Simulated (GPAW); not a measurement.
# NiO2 (P-3m1): energy against volume by EXX+RPA

Where does RPA put the minimum of NiO2 (P-3m1), against the functional it starts from?

Calculated with GPAW 26.7.0; LDA and many-body steps on it, plane waves.

**1. Set-up**

The structure is trigonal, space group P-3m1 (No. 164). The conventional cell has a = 2.799 Å, b = 2.799 Å, c = 4.618 Å, α = 90.00°, β = 90.00°, γ = 120.00°. Nearest to Ni lie 6 O at 1.88 Å. Nearest to O lie 3 Ni at 1.88 Å. Farther neighbours, and contacts between anions beyond the nearest, are not listed.

Structure file:

```cif
data_structure
_symmetry_space_group_name_H-M 'P 1'
_symmetry_Int_Tables_number 1
_cell_length_a 2.7988
_cell_length_b 2.7988
_cell_length_c 4.6183
_cell_angle_alpha 90.000
_cell_angle_beta 90.000
_cell_angle_gamma 120.000
_cell_volume 31.33
loop_
_atom_site_label
_atom_site_type_symbol
_atom_site_fract_x
_atom_site_fract_y
_atom_site_fract_z
_atom_site_occupancy
Ni1 Ni 0.00000 0.00000 0.50000 1
O2 O 0.66667 0.33333 0.70604 1
O3 O 0.33333 0.66667 0.29396 1
```

The cell and positions are those that the Materials Project relaxed with its own functionals (PBE, PBE+U or r2SCAN), kept fixed.

**2. Ground state**

This step: GPAW 26.7.0; DFT, LDA, plane waves, PAW.

The ground-state density comes first.

The input, run.py:

```python
import json
import numpy as np
from gpaw.mpi import world
from ase import Atoms
from gpaw import GPAW, PW, FermiDirac

atoms = Atoms(['Ni', 'O', 'O'],
    cell=[[2.7987818650, 0.0000000000, 0.0000000000],
      [-1.3993909325, 2.4238161948, 0.0000000000],
      [0.0000000000, 0.0000000000, 4.6182730000]],
    scaled_positions=[[0.0000000000, 0.0000000000, 0.5000000000],
      [0.6666666667, 0.3333333333, 0.7060390000],
      [0.3333333333, 0.6666666667, 0.2939610000]],
    pbc=(True, True, True))
calc = GPAW(mode=PW(600),
    xc='LDA',
    kpts={'size': (9, 9, 6), 'gamma': True},
    occupations=FermiDirac(0.001),
    nbands=-7,
    convergence={'density': 1e-6, 'bands': -3},
    maxiter=100,
    txt='gs.txt')
atoms.calc = calc
res = {'energy': atoms.get_potential_energy()}
kpts = calc.get_ibz_k_points()
res['kpts'] = kpts
res['eigenvalues'] = [calc.get_eigenvalues(kpt=k) for k in range(len(kpts))]
res['n_electrons'] = calc.get_number_of_electrons()
calc.write('gs.gpw')

if world.rank == 0:
    with open('result.json', 'w') as f:
        json.dump(res, f, default=lambda x: x.tolist())
```

Command:

```console
> mpirun -n 4 gpaw python run.py
```

Log:

```text
__  _  _
 | _ |_)|_||  |
 |__||  | ||/\| - 26.7.0

Input parameters:
  mode=PW(ecut=600.0),
  convergence={'density': 1e-06, 'bands': -3},
  kpts=MonkhorstPack(size=(9, 9, 6), gamma=True),
  maxiter=100,
  nbands=-7,
  occupations=Occupations(name='fermi-dirac', width=0.001, fixmagmom=False),
  xc=XC(name='LDA')
  [... matrices ...]
Diagonalizing LCAO Hamiltonian
Converting LCAO to pw mode

           O
       Ni
        O

Atoms  # Å, Bohr magnetons
|   | symbol |         x |        y |        z |    initial magnetic moments |
| 0 |     Ni |  0.000000 | 0.000000 | 2.309137 | ( 0.0000,  0.0000,  0.0000) |
| 1 |      O |  1.399391 | 0.807939 | 3.260681 | ( 0.0000,  0.0000,  0.0000) |
| 2 |      O | -0.000000 | 1.615877 | 1.357592 | ( 0.0000,  0.0000,  0.0000) |

Unit cell  # Å
| periodic |         x |        y |        z |  lengths |     angles |
|      yes |  2.798782 | 0.000000 | 0.000000 | 2.798782 |  90.000000 |
|      yes | -1.399391 | 2.423816 | 0.000000 | 2.798782 |  90.000000 |
|      yes |  0.000000 | 0.000000 | 4.618273 | 4.618273 | 120.000000 |

Number of symmetries: 12
Symmetry operations  # r_c * U_cc + t_c -> r_c
|    | kind |            matrix            |
|  0 |  σ   |  1, 1, 0,  0,-1, 0,  0, 0, 1 |
|  1 |  S6  |  1, 1, 0, -1, 0, 0,  0, 0,-1 |
|  2 |  E   |  1, 0, 0,  0, 1, 0,  0, 0, 1 |
|  3 |  C2  |  1, 0, 0, -1,-1, 0,  0, 0,-1 |
|  4 |  C2  |  0, 1, 0,  1, 0, 0,  0, 0,-1 |
|  5 |  C3  |  0, 1, 0, -1,-1, 0,  0, 0, 1 |
|  6 |  S6  |  0,-1, 0,  1, 1, 0,  0, 0,-1 |
|  7 |  σ   |  0,-1, 0, -1, 0, 0,  0, 0, 1 |
|  8 |  σ   | -1, 0, 0,  1, 1, 0,  0, 0, 1 |
|  9 |  i   | -1, 0, 0,  0,-1, 0,  0, 0,-1 |
| 10 |  C3  | -1,-1, 0,  1, 0, 0,  0, 0, 1 |
| 11 |  C2  | -1,-1, 0,  0, 1, 0,  0, 0,-1 |

BZ-sampling:
  Number of BZ points: 486
  Number of IBZ points: 62

  Monkhorst-Pack size: [9, 9, 6]
  Monkhorst-Pack shift: [0.0, 0.0, 0.083333]

K-points  # in reciprocal-cell coordinates
|     |                                coordinates |     weight |
|   0 | (  0.00000000,   0.00000000,   0.00000000) | 0.00205761 |
|   1 | (  0.00000000,   0.00000000,   0.16666667) | 0.00411523 |
|   2 | (  0.00000000,   0.00000000,   0.33333333) | 0.00411523 |
[...]
|   9 | (  0.11111111,   0.00000000,   0.50000000) | 0.01234568 |
| ... |                                            |            |
|  61 | (  0.44444444,   0.44444444,   0.50000000) | 0.01234568 |

Plane wave coefficients: 1075
Cutoff: 600.0 eV

Spin-components: 1 (collinear spins)
Bands:           21
Projectors:      16
Spin-degeneracy: 2
Datatype:        complex128

  Storage: CPU
  Wave functions: 22_394_400 bytes (5_598_600 per core)
  Projectors: 24_527_200 bytes (6_131_800 per core)
  [... matrices ...]
Parallelization:
  kpt:    4
[...]
Using partial waves for Ni as LCAO basis

  O:
    name:    Oxygen
    Z:       8.0
    valence: 6
    core:    2
    charge:  0.0  # [|e|]
    compensation charges:
      type: gauss
      rc: 0.21  # [Å]
      lmax: 2
    cutoffs:
      filter: 1.17  # [Å]
      core: 0.83  # [Å]
    projectors
    | kind |    occ | energy [eV] | rcut [Å] |
    |   2s |  2.000 |     -23.752 |    0.688 |
    |   2p |  4.000 |      -9.195 |    0.598 |
    |    s |        |       3.459 |    0.688 |
    |    p |        |      18.016 |    0.598 |
    |    d |        |       0.000 |    0.619 |

    Using partial waves for O as LCAO basis

Reference energy: -45356.412007  # eV

eigensolver:
  PPCG
  Converge bands: -3
  niter=2

density mixing:
  MSR1-Mixer
  Pratt-step length: 0.05
  Maximum mixing coefficient: 0.75
  Old densities: 10
  SVD Regularization: 0.005
  Good broyden scale: 1.0
  Trust region scale: 1.0
  Backstep threshold: 4.0
  History deletion threshold: 6.0
  Fourier metric: weight=20.0, sigma=0.015

occupation numbers:
  Fermi-Dirac:
    width: 0.0010  # eV

poisson solver:
  ecut: 4800.0  # eV

xc functional:
  name: None

Initialization done in: 1.279 s

convergence criteria:
- Maximum integral of absolute [dens]ity change: 1e-06 electrons / valence electron
- Maximum [total energy] change in last 3 cyles: 0.0005 eV / valence electron
- Maximum integral of absolute [eigenst]ate change: 4e-08 eV^2 / valence electron
maximum number of iterations: 100

SCF iterations
|iter     |     time |      energy | eigst |  dens |
|iter:   1|  |  -23.690442 | +0.63 |       |
|iter:   2|  |  -22.932172 | -1.19 | -1.06 |
|iter:   3|  |  -22.394508 | -1.80 | -1.20 |
|iter:   4|  |  -22.306274 | -2.69 | -1.54 |
|iter:   5|  |  -22.235460 | -2.58 | -1.69 |
|iter:   6|  |  -22.227471 | -3.14 | -2.13 |
|iter:   7|  |  -22.227334c| -4.66 | -2.81 |
|iter:   8|  |  -22.227319c| -5.63 | -3.32 |
|iter:   9|  |  -22.227319c| -7.24 | -4.19 |
|iter:  10|  |  -22.227319c| -7.79c| -4.44 |
|iter:  11|  |  -22.227319c| -8.41c| -5.74 |
|iter:  12|  |  -22.227319c| -8.72c| -5.96 |
|iter:  13|  |  -22.227319c| -9.99c| -6.73c|

Converged in 13 steps
SCF loop duration: 6.003 s (0.462 s/step)
Energy contributions relative to reference atoms: (reference = -45356.412007)
  [... matrices ...]
Energy contributions:
  Kinetic:          13.275899
  Coulomb:         -14.031315
  Zero:              0.187769
  External:          0.000000
  Xc:              -21.659672
  Entropy:          -0.000000
  Spinorbit:         0.000000
  ----------------------------
  Free energy:     -22.227319
  Extrapolated:    -22.227319

dipole moment: (-2.959840, -5.126593, 0.000002)  # |e|*Ang

Fermi level: 3.312
Eigenvalues  # (at kpt = [0.000, 0.000, 0.000])
| band index |      eig [eV] | occ [0-2] |
|          0 |       -61.445 |     2.000 |
|        ... |               |           |
|          6 |        -2.734 |     2.000 |
|          7 |        -2.734 |     2.000 |
[...]
|         19 |        22.174 |     0.000 |
|         20 |        22.174 |     0.000 |

Gap: 0.956 eV
Transition (v -> c):
  (s=0, k=9, n=13, [0.11, 0.00, 0.50]) -> (s=0, k=30, n=14, [0.33, 0.00, 0.33])
Direct/indirect transitions are different
Direct gap: 1.120 eV
Transition at: (s=0, k=18, n=13, [0.22, 0.00, 0.33])
# Writing to gs.gpw (mode='')
  [... matrices ...]
```

Elapsed: 9 s, on 4 MPI ranks of Arm Neoverse V1, shared host; peak memory 0.66 GiB; 35 s of CPU time.

Numbers from this step:

```
total energy               : -22.23 eV
gap                        : 0.9559 eV
k of the valence top       : 0.1111, 0, 0.5
k of the conduction bottom : 0.3333, 0, 0.3333
least direct gap           : 1.120 eV
```

The gap is indirect, with the least direct gap 0.16 eV higher.

**3. Empty states on the mesh**

The sums over transitions need many empty states on a uniform mesh; this step solves for them.

run.py, as its differences from that of step 2:

```diff
@@ -16,10 +16,12 @@
     xc='LDA',
-    kpts={'size': (9, 9, 6), 'gamma': True},
+    kpts={'size': (3, 3, 2), 'gamma': True},
     occupations=FermiDirac(0.001),
-    nbands=-7,
-    convergence={'density': 1e-6, 'bands': -3},
-    maxiter=100,
-    txt='gs.txt')
+    convergence={'density': 1e-6},
+    parallel={'domain': 1, 'band': 1},
+    txt='nscf.txt')
 atoms.calc = calc
-res = {'energy': atoms.get_potential_energy()}
+atoms.get_potential_energy()
+calc.diagonalize_full_hamiltonian(nbands=227)
+calc.write('full.gpw', mode='all')
+res = {}
 kpts = calc.get_ibz_k_points()
@@ -28,3 +30,2 @@
 res['n_electrons'] = calc.get_number_of_electrons()
-calc.write('gs.gpw')
```

Command:

```console
> mpirun -n 4 gpaw python run.py
```

Log:

```text
__  _  _
 | _ |_)|_||  |
 |__||  | ||/\| - 26.7.0

Input parameters:
  mode=PW(ecut=600.0),
  convergence={'density': 1e-06},
  kpts=MonkhorstPack(size=(3, 3, 2), gamma=True),
  occupations=Occupations(name='fermi-dirac', width=0.001, fixmagmom=False),
  parallel={'domain': 1, 'band': 1},
  xc=XC(name='LDA')
  [... matrices ...]
Diagonalizing LCAO Hamiltonian
Converting LCAO to pw mode

           O
       Ni
        O

Atoms  # Å, Bohr magnetons
|   | symbol |         x |        y |        z |    initial magnetic moments |
| 0 |     Ni |  0.000000 | 0.000000 | 2.309137 | ( 0.0000,  0.0000,  0.0000) |
| 1 |      O |  1.399391 | 0.807939 | 3.260681 | ( 0.0000,  0.0000,  0.0000) |
| 2 |      O | -0.000000 | 1.615877 | 1.357592 | ( 0.0000,  0.0000,  0.0000) |

Unit cell  # Å
| periodic |         x |        y |        z |  lengths |     angles |
|      yes |  2.798782 | 0.000000 | 0.000000 | 2.798782 |  90.000000 |
|      yes | -1.399391 | 2.423816 | 0.000000 | 2.798782 |  90.000000 |
|      yes |  0.000000 | 0.000000 | 4.618273 | 4.618273 | 120.000000 |

Number of symmetries: 12
Symmetry operations  # r_c * U_cc + t_c -> r_c
|    | kind |            matrix            |
|  0 |  σ   |  1, 1, 0,  0,-1, 0,  0, 0, 1 |
|  1 |  S6  |  1, 1, 0, -1, 0, 0,  0, 0,-1 |
|  2 |  E   |  1, 0, 0,  0, 1, 0,  0, 0, 1 |
|  3 |  C2  |  1, 0, 0, -1,-1, 0,  0, 0,-1 |
|  4 |  C2  |  0, 1, 0,  1, 0, 0,  0, 0,-1 |
|  5 |  C3  |  0, 1, 0, -1,-1, 0,  0, 0, 1 |
|  6 |  S6  |  0,-1, 0,  1, 1, 0,  0, 0,-1 |
|  7 |  σ   |  0,-1, 0, -1, 0, 0,  0, 0, 1 |
|  8 |  σ   | -1, 0, 0,  1, 1, 0,  0, 0, 1 |
|  9 |  i   | -1, 0, 0,  0,-1, 0,  0, 0,-1 |
| 10 |  C3  | -1,-1, 0,  1, 0, 0,  0, 0, 1 |
| 11 |  C2  | -1,-1, 0,  0, 1, 0,  0, 0,-1 |

BZ-sampling:
  Number of BZ points: 18
  Number of IBZ points: 6

  Monkhorst-Pack size: [3, 3, 2]
  Monkhorst-Pack shift: [0.0, 0.0, 0.25]

K-points  # in reciprocal-cell coordinates
|   |                                coordinates |     weight |
| 0 | (  0.00000000,   0.00000000,   0.00000000) | 0.05555556 |
| 1 | (  0.00000000,   0.00000000,   0.50000000) | 0.05555556 |
| 2 | (  0.33333333,   0.00000000,   0.00000000) | 0.33333333 |
| 3 | (  0.33333333,   0.00000000,   0.50000000) | 0.33333333 |
| 4 | (  0.33333333,   0.33333333,   0.00000000) | 0.11111111 |
| 5 | (  0.33333333,   0.33333333,   0.50000000) | 0.11111111 |

Plane wave coefficients: 1075
Cutoff: 600.0 eV

Spin-components: 1 (collinear spins)
Bands:           20
Projectors:      16
Spin-degeneracy: 2
Datatype:        complex128

  Storage: CPU
  Wave functions: 2_064_000 bytes (516_000 per core)
  Projectors: 2_373_600 bytes (593_400 per core)
  [... matrices ...]
Parallelization:
  kpt:    4
  domain: 1
  band:   1

Density:
  Valence electrons: 28.0
[...]
O:
    name:    Oxygen
    Z:       8.0
    valence: 6
    core:    2
    charge:  0.0  # [|e|]
    compensation charges:
      type: gauss
      rc: 0.21  # [Å]
      lmax: 2
    cutoffs:
      filter: 1.17  # [Å]
      core: 0.83  # [Å]
    projectors
    | kind |    occ | energy [eV] | rcut [Å] |
    |   2s |  2.000 |     -23.752 |    0.688 |
    |   2p |  4.000 |      -9.195 |    0.598 |
    |    s |        |       3.459 |    0.688 |
    |    p |        |      18.016 |    0.598 |
    |    d |        |       0.000 |    0.619 |

    Using partial waves for O as LCAO basis

Reference energy: -45356.412007  # eV

eigensolver:
  PPCG
  Converge bands: occupied
  niter=2

density mixing:
  MSR1-Mixer
  Pratt-step length: 0.05
  Maximum mixing coefficient: 0.75
  Old densities: 10
  SVD Regularization: 0.005
  Good broyden scale: 1.0
  Trust region scale: 1.0
  Backstep threshold: 4.0
  History deletion threshold: 6.0
  Fourier metric: weight=20.0, sigma=0.015

occupation numbers:
  Fermi-Dirac:
    width: 0.0010  # eV

poisson solver:
  ecut: 4800.0  # eV

xc functional:
  name: None

Initialization done in: 1.100 s

convergence criteria:
- Maximum integral of absolute [dens]ity change: 1e-06 electrons / valence electron
- Maximum [total energy] change in last 3 cyles: 0.0005 eV / valence electron
- Maximum integral of absolute [eigenst]ate change: 4e-08 eV^2 / valence electron
maximum number of iterations: 333

SCF iterations
|iter     |     time |      energy | eigst |  dens |
|iter:   1|  |  -23.707630 | +0.35 |       |
|iter:   2|  |  -22.969059 | -1.61 | -1.06 |
|iter:   3|  |  -22.448597 | -1.93 | -1.20 |
|iter:   4|  |  -22.363388 | -2.86 | -1.53 |
|iter:   5|  |  -22.294086 | -2.74 | -1.68 |
|iter:   6|  |  -22.286442 | -3.36 | -2.14 |
|iter:   7|  |  -22.286319c| -4.80 | -2.79 |
|iter:   8|  |  -22.286306c| -5.87 | -3.32 |
|iter:   9|  |  -22.286307c| -7.10 | -4.11 |
|iter:  10|  |  -22.286306c| -8.05c| -4.42 |
|iter:  11|  |  -22.286306c| -7.59c| -5.28 |
|iter:  12|  |  -22.286306c| -8.46c| -5.79 |
|iter:  13|  |  -22.286306c| -9.76c| -6.83c|

Converged in 13 steps
SCF loop duration: 0.994 s (0.076 s/step)
Energy contributions relative to reference atoms: (reference = -45356.412007)
  [... matrices ...]
Energy contributions:
  Kinetic:          13.444605
  Coulomb:         -14.279046
  Zero:              0.186505
  External:          0.000000
  Xc:              -21.638371
  Entropy:          -0.000000
  Spinorbit:         0.000000
  ----------------------------
  Free energy:     -22.286306
  Extrapolated:    -22.286306

dipole moment: (-2.959246, -5.125565, 0.000002)  # |e|*Ang

Fermi level: 3.464
Eigenvalues  # (at kpt = [0.000, 0.000, 0.000])
| band index |      eig [eV] | occ [0-2] |
|          0 |       -61.412 |     2.000 |
|        ... |               |           |
|          6 |        -2.718 |     2.000 |
|          7 |        -2.718 |     2.000 |
[...]
|         18 |        17.308 |     0.000 |
|         19 |        22.187 |     0.000 |

Gap: 1.228 eV
Transition (v -> c):
  (s=0, k=1, n=13, [0.00, 0.00, 0.50]) -> (s=0, k=3, n=14, [0.33, 0.00, 0.50])
Direct/indirect transitions are different
Direct gap: 1.760 eV
Transition at: (s=0, k=3, n=13, [0.33, 0.00, 0.50])
Matrix size: 1075x1075
# Writing to full.gpw (mode='all')
  [... matrices ...]
```

Elapsed: 6.5 s, on 4 MPI ranks; peak memory 0.91 GiB; 26 s of CPU time.

Read from the output:

| Property | Result |
| --- | --- |
| gap | 1.228 eV |
| k of the valence top | 0, 0, 0.5 |
| k of the conduction bottom | 0.3333, 0, 0.5 |
| least direct gap | 1.760 eV |
| k points computed | 6 |
| lowest point of the top converged band, above the valence top | 198.0176 eV |

On this mesh the gap is 1.228 eV. The earlier step found 0.956 eV, so this mesh misses an edge.

**4. EXX and RPA energies**

The RPA correlation energy is summed at several response cutoffs, since it converges slowly from above.

This step: EXX+RPA on LDA, plane waves, PAW.

The input, run.py:

```python
import json
import numpy as np
from gpaw.mpi import world
from gpaw.hybrids.energy import non_self_consistent_energy
from gpaw.xc.rpa import RPACorrelation

exx = non_self_consistent_energy('full.gpw', 'EXX')
ecut = [115.2, 134.4, 153.6, 172.8, 192.0]
rpa = RPACorrelation('full.gpw', ecut=ecut, nfrequencies=10, skip_gamma=False, txt='rpa.txt')
res = {'exx_terms': exx, 'ec': rpa.calculate()}

if world.rank == 0:
    with open('result.json', 'w') as f:
        json.dump(res, f, default=lambda x: x.tolist())
```

Command:

```console
> mpirun -n 4 gpaw python run.py
```

Log:

```text
----------------------------------------------------------
Non-self-consistent RPA correlation energy
----------------------------------------------------------

Atoms                          : NiO2
Ground state XC functional     : LDA
Valence electrons              : 28
Number of bands                : 227
Number of spins                : 1
Number of k-points             : 18
Number of irreducible k-points : 6
Number of irreducible q-points : 6

    q: [0.0000 0.0000 0.0000] - weight: 0.056
    q: [0.0000 0.0000 0.5000] - weight: 0.056
    q: [0.3333 0.0000 0.0000] - weight: 0.333
    q: [0.3333 0.0000 0.5000] - weight: 0.333
    q: [0.3333 0.3333 0.0000] - weight: 0.111
    q: [0.3333 0.3333 0.5000] - weight: 0.111

----------------------------------------------------------
----------------------------------------------------------

Analytical coupling constant integration

Frequencies
    Gauss-Legendre integration with 10 frequency points
    Transformed from [0,oo] to [0,1] using e^[-aw^(1/B)]
    Highest frequency point at 800.0 eV and B=2.0

Parallelization
    Total number of CPUs          : 4
    G-vector decomposition        : 1
    K-point/band decomposition    : 4

Response function bands : Equal to number of plane waves
Plane wave cutoffs (eV) : 115.200 134.400 153.600 172.800 192.000
No Coulomb truncation

# 0
q = [0.000 0.000 0.000]
E_cut = 115 eV / Bands = 99:
E_c(q) = -30.351 eV
E_cut = 134 eV / Bands = 111:
E_c(q) = -31.388 eV
E_cut = 153 eV / Bands = 135:
E_c(q) = -33.357 eV
[...]
# 1
q = [0.000 0.000 0.500]
[...]
# 2
q = [0.333 0.000 0.000]
[...]
# 3
q = [0.333 0.000 0.500]
[...]
# 4
q = [0.333 0.333 0.000]
[...]
# 5
q = [0.333 0.333 0.500]
[...]
E_cut = 172 eV / Bands = 162:
E_c(q) = -33.744 eV
E_cut = 192 eV / Bands = 186:
E_c(q) = -34.845 eV

==========================================================

Total correlation energy:
   115:   -28.6367 eV
   134:   -31.0117 eV
   154:   -32.9536 eV
   173:   -34.2744 eV
   192:   -35.5127 eV

Extrapolated energies:
   115 - 134:  -40.141 eV
   134 - 154:  -41.710 eV
   154 - 173:  -41.109 eV
   173 - 192:  -42.745 eV
```

Elapsed: 33 s, on 4 MPI ranks; peak memory 1.1 GiB.

Numbers from this step:

* EXX total energy: -48.96 eV
* DFT energy on this mesh: -22.29 eV
* RPA correlation, extrapolated: -41.74 eV
* EXX+RPA energy: -90.7002 eV

Extrapolated over the last four rungs as cutoff^-3/2; the ladder scales with the cell. RPA ladder, by row:

| response cutoff (eV) | correlation energy (eV) |
| --- | --- |
| 115.2 | -28.64 |
| 134.4 | -31.01 |
| 153.6 | -32.95 |
| 172.8 | -34.27 |
| 192 | -35.51 |

**5. EXX and RPA energies, volume -5%**

The cell differs from the one that the last finished run ended in (a 2.799 → 2.751 Å, b 2.799 → 2.751 Å, c 4.618 → 4.540 Å).

run.py, as its differences from that of step 4:

```diff
@@ -7,3 +7,3 @@
 exx = non_self_consistent_energy('full.gpw', 'EXX')
-ecut = [115.2, 134.4, 153.6, 172.8, 192.0]
+ecut = [119.207, 139.075, 158.943, 178.811, 198.679]
 rpa = RPACorrelation('full.gpw', ecut=ecut, nfrequencies=10, skip_gamma=False, txt='rpa.txt')
```

Command:

```console
> mpirun -n 4 gpaw python run.py
```

Log:

```text
----------------------------------------------------------
Non-self-consistent RPA correlation energy
----------------------------------------------------------

Atoms                          : NiO2
Ground state XC functional     : LDA
Valence electrons              : 28
Number of bands                : 227
Number of spins                : 1
Number of k-points             : 18
Number of irreducible k-points : 6
Number of irreducible q-points : 6

    q: [0.0000 0.0000 0.0000] - weight: 0.056
    q: [0.0000 0.0000 0.5000] - weight: 0.056
[...]
# 1
q = [0.000 0.000 0.500]
[...]
# 2
q = [0.333 0.000 0.000]
[...]
# 3
q = [0.333 0.000 0.500]
[...]
# 4
q = [0.333 0.333 0.000]
[...]
# 5
q = [0.333 0.333 0.500]
[...]
E_cut = 178 eV / Bands = 162:
E_c(q) = -33.732 eV
E_cut = 198 eV / Bands = 186:
E_c(q) = -34.807 eV

==========================================================

Total correlation energy:
   119:   -28.7050 eV
   139:   -31.0549 eV
   159:   -32.9656 eV
   179:   -34.2625 eV
   199:   -35.4709 eV

Extrapolated energies:
   119 - 139:  -40.088 eV
   139 - 159:  -41.581 eV
   159 - 179:  -40.974 eV
   179 - 199:  -42.529 eV
```

Elapsed: 33 s, on 4 MPI ranks; peak memory 1.1 GiB.

This step gave:

```
EXX total energy              : -49.19 eV
DFT energy on this mesh       : -22.33 eV
RPA correlation, extrapolated : -41.58 eV
EXX+RPA energy                : -90.7762 eV
```

(Continued in part 2 of 2.)

[Long decimals in the printed logs are rounded to 6 places.]

[Logs are printed without paths, hosts, clocks, repeated set-up lines and the standing remarks that a program may print on its own settings, such as how far it seeks lower states.]

[Paths, hosts, dates, memory and timing lines, banners, echoed tables and standing remarks are left out of the program output; an Ansatz launch command may be rebuilt from the run's recorded settings. Measured values are a selection of at most five: reports struck by readers or far from the other reports are left out. None is set beside runs whose start may be inverted or whose files or cutoffs have a known fault.]

[Runs of the session that timed out or met a known fault of the program may be left out.]

[Hosts, paths, dates, database ids (printed as entryN), source tags and the programs' standing remarks are cut or masked in the printed files.]

[Where the starting crystal was built by hand or by swapping elements, it need not be the compound's stable phase.]
